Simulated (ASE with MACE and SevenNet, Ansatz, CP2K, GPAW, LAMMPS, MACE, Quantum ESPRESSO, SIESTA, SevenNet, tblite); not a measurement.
**Machine-learned potentials runs on liquid (Rb,Li,Na)Br at 1000 K (90 atoms)**

Wanted: machine-learned potentials inputs and outputs for liquid (Rb,Li,Na)Br at 1000 K (90 atoms), checked against a plane-wave reference.

Main program and level: ASE with MACE and SevenNet; the method is named at each step.

### Step 1. Starting point

The cell holds 90 atoms: 12 Rb, 10 Li, 23 Na and 45 Br. Its edges and angles: a = 14.887 Å, b = 14.887 Å, c = 14.887 Å, α = 90.0°, β = 90.0°, γ = 90.0°. 90 atoms (12 Rb, 10 Li, 23 Na, 45 Br) placed at random at 2.63 g/cm³, melted at 1800 K for 10 ps at fixed volume with the Lennard-Jones and Coulomb ion parameters for SPC/E (Joung and Cheatham, J. Phys. Chem. B 112, 9020 (2008)), full charges. Snapshot at the end of a hold of 20 ps at 1000 K and fixed volume.

The yardstick, on the same geometry:

- method: Kohn-Sham DFT, PBE, SSSP efficiency 1.3.0 pseudopotentials, plane waves (Quantum ESPRESSO 7.5); sssp-pbe-1.3.0-efficiency, cutoffs 45/360 Ry, Γ point
- r.m.s. force component: 0.2746 eV/Å
- longest force: 1.019 eV/Å
- pressure: -0.1697 GPa
- gap (highest filled to lowest empty level): 2.941 eV
- time: 6.2 min on 4 MPI ranks of Arm Neoverse V2, shared host
- CPU time: 25 min

### Step 2. MACE MP-0b2 small potential

Method: machine-learned interatomic potential MACE MP-0b2 small, trained on PBE(+U) plane-wave data.

run.py

```python
import numpy as np
from ase.io import read
import mlip  # loads the published weights by name

atoms = read("structure.xyz")
atoms.calc = mlip.calc("mace-mp-0b2-small")
energy = atoms.get_potential_energy()
forces = atoms.get_forces()
print(f"energy {energy:.6f} eV")
print("forces (eV/A)")
for i, (a, f) in enumerate(zip(atoms, forces)):
    print(f"{i:4d} {a.symbol:2s} {f[0]:10.5f} {f[1]:10.5f} {f[2]:10.5f}")
stress = -atoms.get_stress(voigt=False) * 160.21766
print("stress (GPa, compression positive)")
for row in stress:
    print(" ".join(f"{x:10.4f}" for x in row))
```

structure.xyz

```xyz
90
Lattice="14.88690 0.00000 0.00000 0.00000 14.88690 0.00000 0.00000 0.00000 14.88690" Properties=species:S:1:pos:R:3 pbc="T T T"
Rb 0.71919 7.08572 13.99622
Rb 5.24302 8.39696 14.58484
Rb 8.35006 12.31936 10.88634
Rb 10.89900 5.05380 8.93601
Rb 11.46946 9.39378 14.61000
Rb 4.56983 5.39338 10.61719
Rb 4.53827 0.09736 4.42215
Rb 11.96103 4.66913 0.14306
Rb 6.75180 5.58125 6.03634
Rb 0.75253 5.35646 3.32990
Rb 4.07142 0.88116 13.70875
Rb 4.06264 4.16669 1.75025
Li 9.38396 9.65252 7.14601
Li 3.63523 14.83569 9.20561
Li 7.87815 1.90329 8.14864
Li 2.04308 10.52444 11.91637
Li 14.53185 1.65334 14.66092
Li 1.49405 3.93610 12.13014
Li 0.01489 0.37187 3.17210
Li 11.93155 10.83707 8.01273
Li 7.99412 11.25822 3.83174
Li 14.75872 8.41929 6.27304
Na 2.93421 7.61063 8.50742
Na 14.82854 10.26913 2.57052
Na 8.10473 1.91282 3.71488
Na 11.65882 14.56058 7.76724
Na 4.07693 9.31190 4.15062
Na 0.61126 12.58107 6.19578
Na 2.25537 11.99839 0.62168
Na 1.57235 2.58541 6.43933
Na 14.44163 10.25931 10.53457
Na 14.61477 5.07003 8.59063
Na 10.86595 6.30788 4.38747
Na 4.37332 10.65113 8.70854
Na 7.90926 8.07093 2.36925
Na 13.37692 12.77207 13.68880
Na 9.75092 1.94989 12.10752
Na 8.11798 4.12382 14.61760
Na 7.63891 14.26686 6.20441
Na 7.22149 13.15898 0.69209
Na 12.63853 2.38339 5.24242
Na 11.41915 11.99318 4.26063
Na 8.37865 7.52086 11.20269
Na 0.19502 14.86263 9.90157
Na 11.01899 14.67699 0.74047
Br 9.35627 1.61984 0.08545
Br 2.61369 2.03593 10.97016
Br 1.99127 11.87245 9.83563
Br 1.01826 14.62042 14.64603
Br 4.01797 11.38788 13.42128
Br 2.37535 5.03445 7.23384
Br 13.39523 5.03862 5.88717
Br 9.93433 9.66502 3.49291
Br 9.95874 12.53120 6.71622
Br 8.49714 8.01273 14.17456
Br 9.07892 0.71159 9.86987
[... 30 atom lines left out ...]
Br 7.28848 4.50016 9.21261
Br 1.82513 2.35139 3.46716
Br 14.28785 5.31939 11.79921
Br 13.31261 10.51417 5.95759
```

Command:

```bash
OMP_NUM_THREADS=1 python run.py > output.txt
```

The program printed:

```text
energy -266.975962 eV
forces (eV/A)
   0 Rb    0.20560    0.40991    0.30827
   1 Rb   -0.42311   -0.08637   -0.19705
   2 Rb   -0.48350    0.55080   -0.35445
   3 Rb   -0.04818   -0.39868   -0.06765
   4 Rb   -0.16722    0.21212    0.00332
   5 Rb    0.05281   -0.31550    0.03491
   6 Rb   -0.74540   -0.48968   -0.27377
   7 Rb    0.16202   -0.28777    0.05837
   8 Rb    0.31029    0.06340    0.78337
   9 Rb   -0.34085    0.36389   -0.02551
  10 Rb   -0.25452   -0.03939   -0.35188
  11 Rb    0.41826   -0.26845   -0.11065
  12 Li   -0.59514    0.14374    0.03608
  13 Li    0.30231   -0.27652   -0.15747
  14 Li    0.03575    0.59098    0.10569
  15 Li    0.74339    0.07828    0.27638
  16 Li   -0.08063    0.06313    0.12642
  17 Li   -0.34173    0.03459    0.38191
  18 Li    0.26740   -0.17516    0.12127
  19 Li   -0.25292    0.22123    0.23051
  20 Li   -0.24319   -0.40954    0.07269
  21 Li   -0.20130    0.27002    0.47781
  22 Na   -0.24660    0.07855   -0.13772
  23 Na   -0.19791    0.00249    0.19814
[...]
82 Br    0.39454   -0.05125    0.48571
  83 Br    0.56353   -0.60870   -0.44539
  84 Br   -0.29079   -0.03857    0.18736
  85 Br   -0.41213    0.31575   -0.27897
  86 Br    0.43707   -0.25757   -0.12161
  87 Br    0.14679   -0.22289    0.52133
  88 Br   -0.03831   -0.59194   -0.57760
  89 Br    0.08944   -0.22466   -0.41695
stress (GPa, compression positive)
    0.1681    -0.1571     0.2885
   -0.1571    -0.4755    -0.0583
    0.2885    -0.0583     0.0817
```

It took 5.6 s on 1 thread of Arm Neoverse V2, shared host; peak memory 0.67 GiB.

Banners, paths, timers and routine set-up lines are dropped from the logs unmarked, and long logs keep their key lines alone; longer cuts are marked.

Numbers from this run, and their distance from the reference:

| Property | Result |
| --- | --- |
| r.m.s. force component | 0.2818 eV/Å |
| r.m.s. difference of force components | 75.09 meV/Å |
| longest difference of force vectors | 291.7 meV/Å |
| force difference over r.m.s. force | 27.34 % |
| slope of forces against the reference's | 0.9891 |
| correlation of force components | 0.9639 |
| pressure | -0.0752 GPa |
| pressure difference | 0.0945 GPa |

Length of the force difference by element (eV/Å):

| element | atoms | mean | most |
| --- | --- | --- | --- |
| Br | 45 | 0.12 | 0.29 |
| Li | 10 | 0.11 | 0.26 |
| Na | 23 | 0.12 | 0.26 |
| Rb | 12 | 0.13 | 0.24 |

The surroundings of Na35, picked at random, nearest first, numbered as they follow in the input and with coordinates relative to it.

| atom | x | y | z | distance (Å) | Fx | Fy | Fz (eV/Å) |
| --- | --- | --- | --- | --- | --- | --- | --- |
| Na35 | 0.00 | 0.00 | 0.00 | 0.00 | -0.09 | -0.07 | 0.02 |
| Br53 | 2.03 | 1.59 | 1.12 | 2.81 | 0.23 | 0.11 | -0.29 |
| Br68 | -2.29 | -1.56 | 1.07 | 2.97 | -0.38 | 0.59 | -0.70 |
| Br55 | 0.59 | -0.06 | -3.08 | 3.14 | -0.07 | -0.17 | 0.07 |
| Br81 | -1.91 | 2.54 | -0.34 | 3.19 | 0.28 | 0.26 | 0.17 |
| Br60 | 1.29 | -3.05 | 0.18 | 3.32 | -0.03 | -0.27 | -0.12 |
| Li21 | 0.08 | 3.19 | 1.46 | 3.51 | -0.24 | -0.41 | 0.07 |
| Rb2 | -2.67 | 0.33 | -2.67 | 3.79 | -0.42 | -0.09 | -0.20 |
| Na33 | 2.96 | -1.76 | 2.02 | 3.99 | 0.38 | 0.14 | -0.10 |
| Br78 | -0.83 | 1.86 | 3.44 | 4.00 | -0.31 | 0.08 | 0.17 |

Atoms are counted from 1 here, from 0 in the log.

Forces lie 27 % from the reference's, at 0.0038 times its CPU time (on 1 against 4 cores).

### Step 3. SevenNet 0 potential

Method: machine-learned interatomic potential SevenNet 0, trained on PBE(+U) plane-wave data.

run.py: that of step 2 with these lines changed.

```diff
@@ -5,3 +5,3 @@
 atoms = read("structure.xyz")
-atoms.calc = mlip.calc("mace-mp-0b2-small")
+atoms.calc = mlip.calc("7net-0")
 energy = atoms.get_potential_energy()
```

structure.xyz is that of step 2.

The program printed:

```text
energy -267.612732 eV
forces (eV/A)
   0 Rb    0.15137    0.32905    0.26314
   1 Rb   -0.29129    0.06652   -0.13449
   2 Rb   -0.34500    0.39557   -0.25849
   3 Rb   -0.06254   -0.27672   -0.02621
   4 Rb   -0.20425    0.19787    0.08282
   5 Rb    0.07248   -0.26262    0.07818
   6 Rb   -0.64309   -0.40387   -0.23639
   7 Rb    0.03741   -0.26638    0.02642
   8 Rb    0.32180    0.09664    0.74393
   9 Rb   -0.25543    0.26278    0.04998
  10 Rb   -0.22139   -0.16463   -0.24846
  11 Rb    0.35442   -0.21735   -0.03164
  12 Li   -0.51985    0.12076   -0.05011
  13 Li    0.26229   -0.20226   -0.03329
  14 Li    0.02547    0.64193    0.03485
  15 Li    0.74490    0.02788    0.25682
  16 Li   -0.16579    0.06150    0.22394
  17 Li   -0.45859   -0.03923    0.29477
  18 Li    0.33895   -0.20544   -0.00507
  19 Li   -0.23238    0.09132    0.10311
  20 Li   -0.24910   -0.37526    0.13141
  21 Li   -0.17579    0.23169    0.41094
  22 Na   -0.26236    0.08721   -0.07364
  23 Na   -0.24153    0.05963    0.12839
[...]
82 Br    0.34933   -0.04292    0.42095
  83 Br    0.49543   -0.46680   -0.33498
  84 Br   -0.28290   -0.05421    0.26343
  85 Br   -0.34007    0.37233   -0.18502
  86 Br    0.43024   -0.37677   -0.18415
  87 Br    0.12259   -0.19163    0.52955
  88 Br    0.02073   -0.51804   -0.51419
  89 Br    0.10965   -0.18603   -0.36715
stress (GPa, compression positive)
    0.0841    -0.1438     0.2370
   -0.1438    -0.4538    -0.1345
    0.2370    -0.1345    -0.0112
```

Run time: 6.3 s. Hardware: 1 thread; peak memory 0.68 GiB.

Numbers from this run, and their distance from the reference:

```yaml
r_m_s_force_component: 0.2619 eV/Å
r_m_s_difference_of_force_components: 44.85 meV/Å
longest_difference_of_force_vectors: 173.7 meV/Å
force_difference_over_r_m_s_force: 16.33 %
slope_of_forces_against_the_reference_s: 0.9415
correlation_of_force_components: 0.9871
pressure: -0.127 GPa
pressure_difference: 0.0427 GPa
```

Against the first run (27 %), the force difference from the reference is 16 %, at 1.1 times the CPU time.

### Step 4. MACE MP-0b3 medium potential

Method: machine-learned interatomic potential MACE MP-0b3 medium, trained on PBE(+U) plane-wave data.

run.py: that of step 3 with these lines changed.

```diff
@@ -5,3 +5,3 @@
 atoms = read("structure.xyz")
-atoms.calc = mlip.calc("7net-0")
+atoms.calc = mlip.calc("mace-mp-0b3-medium")
 energy = atoms.get_potential_energy()
```

structure.xyz is that of step 3.

The program printed:

```text
energy -266.027115 eV
forces (eV/A)
   0 Rb    0.12678    0.40661    0.25807
   1 Rb   -0.30498    0.06164   -0.11753
   2 Rb   -0.42759    0.36878   -0.21012
   3 Rb    0.00849   -0.28289   -0.00605
   4 Rb   -0.26888    0.20684    0.02708
   5 Rb   -0.08580   -0.38370    0.10709
   6 Rb   -0.66299   -0.42624   -0.21338
   7 Rb    0.05032   -0.23257    0.01361
   8 Rb    0.37247   -0.00984    0.79228
   9 Rb   -0.16683    0.32847    0.05651
  10 Rb   -0.24203    0.00273   -0.26668
  11 Rb    0.39062   -0.20350   -0.06239
  12 Li   -0.53481    0.25345   -0.10706
  13 Li    0.23765   -0.20888   -0.02811
  14 Li   -0.00444    0.71073   -0.03535
  15 Li    0.77965    0.02794    0.23778
  16 Li   -0.18001    0.19471    0.20770
  17 Li   -0.35810   -0.04062    0.32530
  18 Li    0.42365   -0.19156    0.03104
  19 Li   -0.27121    0.10251    0.13705
  20 Li   -0.24446   -0.41649    0.13132
  21 Li   -0.20830    0.10566    0.34239
  22 Na   -0.28606    0.02227   -0.03554
  23 Na   -0.26993    0.10542    0.11509
[...]
82 Br    0.37851   -0.05625    0.42974
  83 Br    0.52913   -0.57045   -0.31872
  84 Br   -0.30745   -0.04879    0.21179
  85 Br   -0.27481    0.37507   -0.20582
  86 Br    0.49547   -0.33271   -0.18999
  87 Br    0.09563   -0.27708    0.48740
  88 Br   -0.04787   -0.41976   -0.48274
  89 Br    0.08944   -0.17396   -0.38427
stress (GPa, compression positive)
   -0.1195    -0.1634     0.2699
   -0.1634    -0.5833    -0.0937
    0.2699    -0.0937    -0.1782
```

Run time: 6.7 s. Hardware: 1 thread; peak memory 0.78 GiB.

Compared with the plane-wave run:

| Quantity | Value |
| --- | --- |
| r.m.s. force component | 0.2723 eV/Å |
| r.m.s. difference of force components | 49.59 meV/Å |
| longest difference of force vectors | 212.5 meV/Å |
| force difference over r.m.s. force | 18.06 % |
| slope of forces against the reference's | 0.9754 |
| correlation of force components | 0.9836 |
| pressure | -0.2937 GPa |
| pressure difference | -0.124 GPa |

Against the first run (27 %), the force difference from the reference is 18 %, at 1.2 times the CPU time.

### Step 5. Side by side

Differences are against the plane-wave reference, forces as r.m.s. over components; share is that over the reference's r.m.s. force, slope the least-squares factor from reference forces to these. Total energies of different programs have different zeros and aren't compared.

| run | Δ force, r.m.s. (meV/Å) | share (%) | slope | Δ pressure (GPa) | cores | CPU time | memory (GiB) |
| --- | --- | --- | --- | --- | --- | --- | --- |
| reference | - | - | - | - | 4 | 25 min | 8.6 |
| MACE MP-0b2 small potential | 75.1 | 27.3 | 0.989 | 0.0945 | 1 | 5.6 s | 0.67 |
| SevenNet 0 potential | 44.9 | 16.3 | 0.942 | 0.0427 | 1 | 6.3 s | 0.68 |
| MACE MP-0b3 medium potential | 49.6 | 18.1 | 0.975 | -0.124 | 1 | 6.6 s | 0.78 |

Times of the machine-learned potentials are mostly Python's start and the loading of weights.

CPU time is summed over cores on a shared host, where runs went side by side, so it is rough. Symmetry, cutoffs, thresholds, outputs and thread counts weren't matched or tuned between programs; memory under MPI is the largest rank's times the ranks.

### Step 6. What came out

| Item | Value |
| --- | --- |
| nearest in forces | SevenNet 0 potential, 16 % |
| its CPU time | 6.3 s |

**Reading.** Machine-learned potentials differ by 16 % (SevenNet 0 potential) to 27 % (MACE MP-0b2 small potential); they were trained on other programs' data. The reference's pressure holds the uncorrected Pulay stress of its 45 Ry basis, so small pressure differences, and their order, may be the reference's own error. The frame stands for 1000 K, but pressures are static and levels are smeared at 580 K. The network of bonds at the start is that of the classical potential that made the cell, and needn't be the one that DFT or experiment would give. The ion parameters were fitted for water, not for melts, so the starting structure of this cell may lie well off the real melt's. The electronic-structure runs sample only Γ, in a cell whose shortest periodic width is 15 Å.

[Also dropped from logs without a mark: logging warnings of Python, and SIESTA's first energy breakdown and zero terms.]

[Logs are printed without paths, hosts, clocks, repeated set-up lines and the standing remarks that a program may print on its own settings, such as how far it seeks lower states.]

[Hosts, paths, dates, database ids (printed as entryN), source tags and the programs' standing remarks are cut or masked in the printed files.]
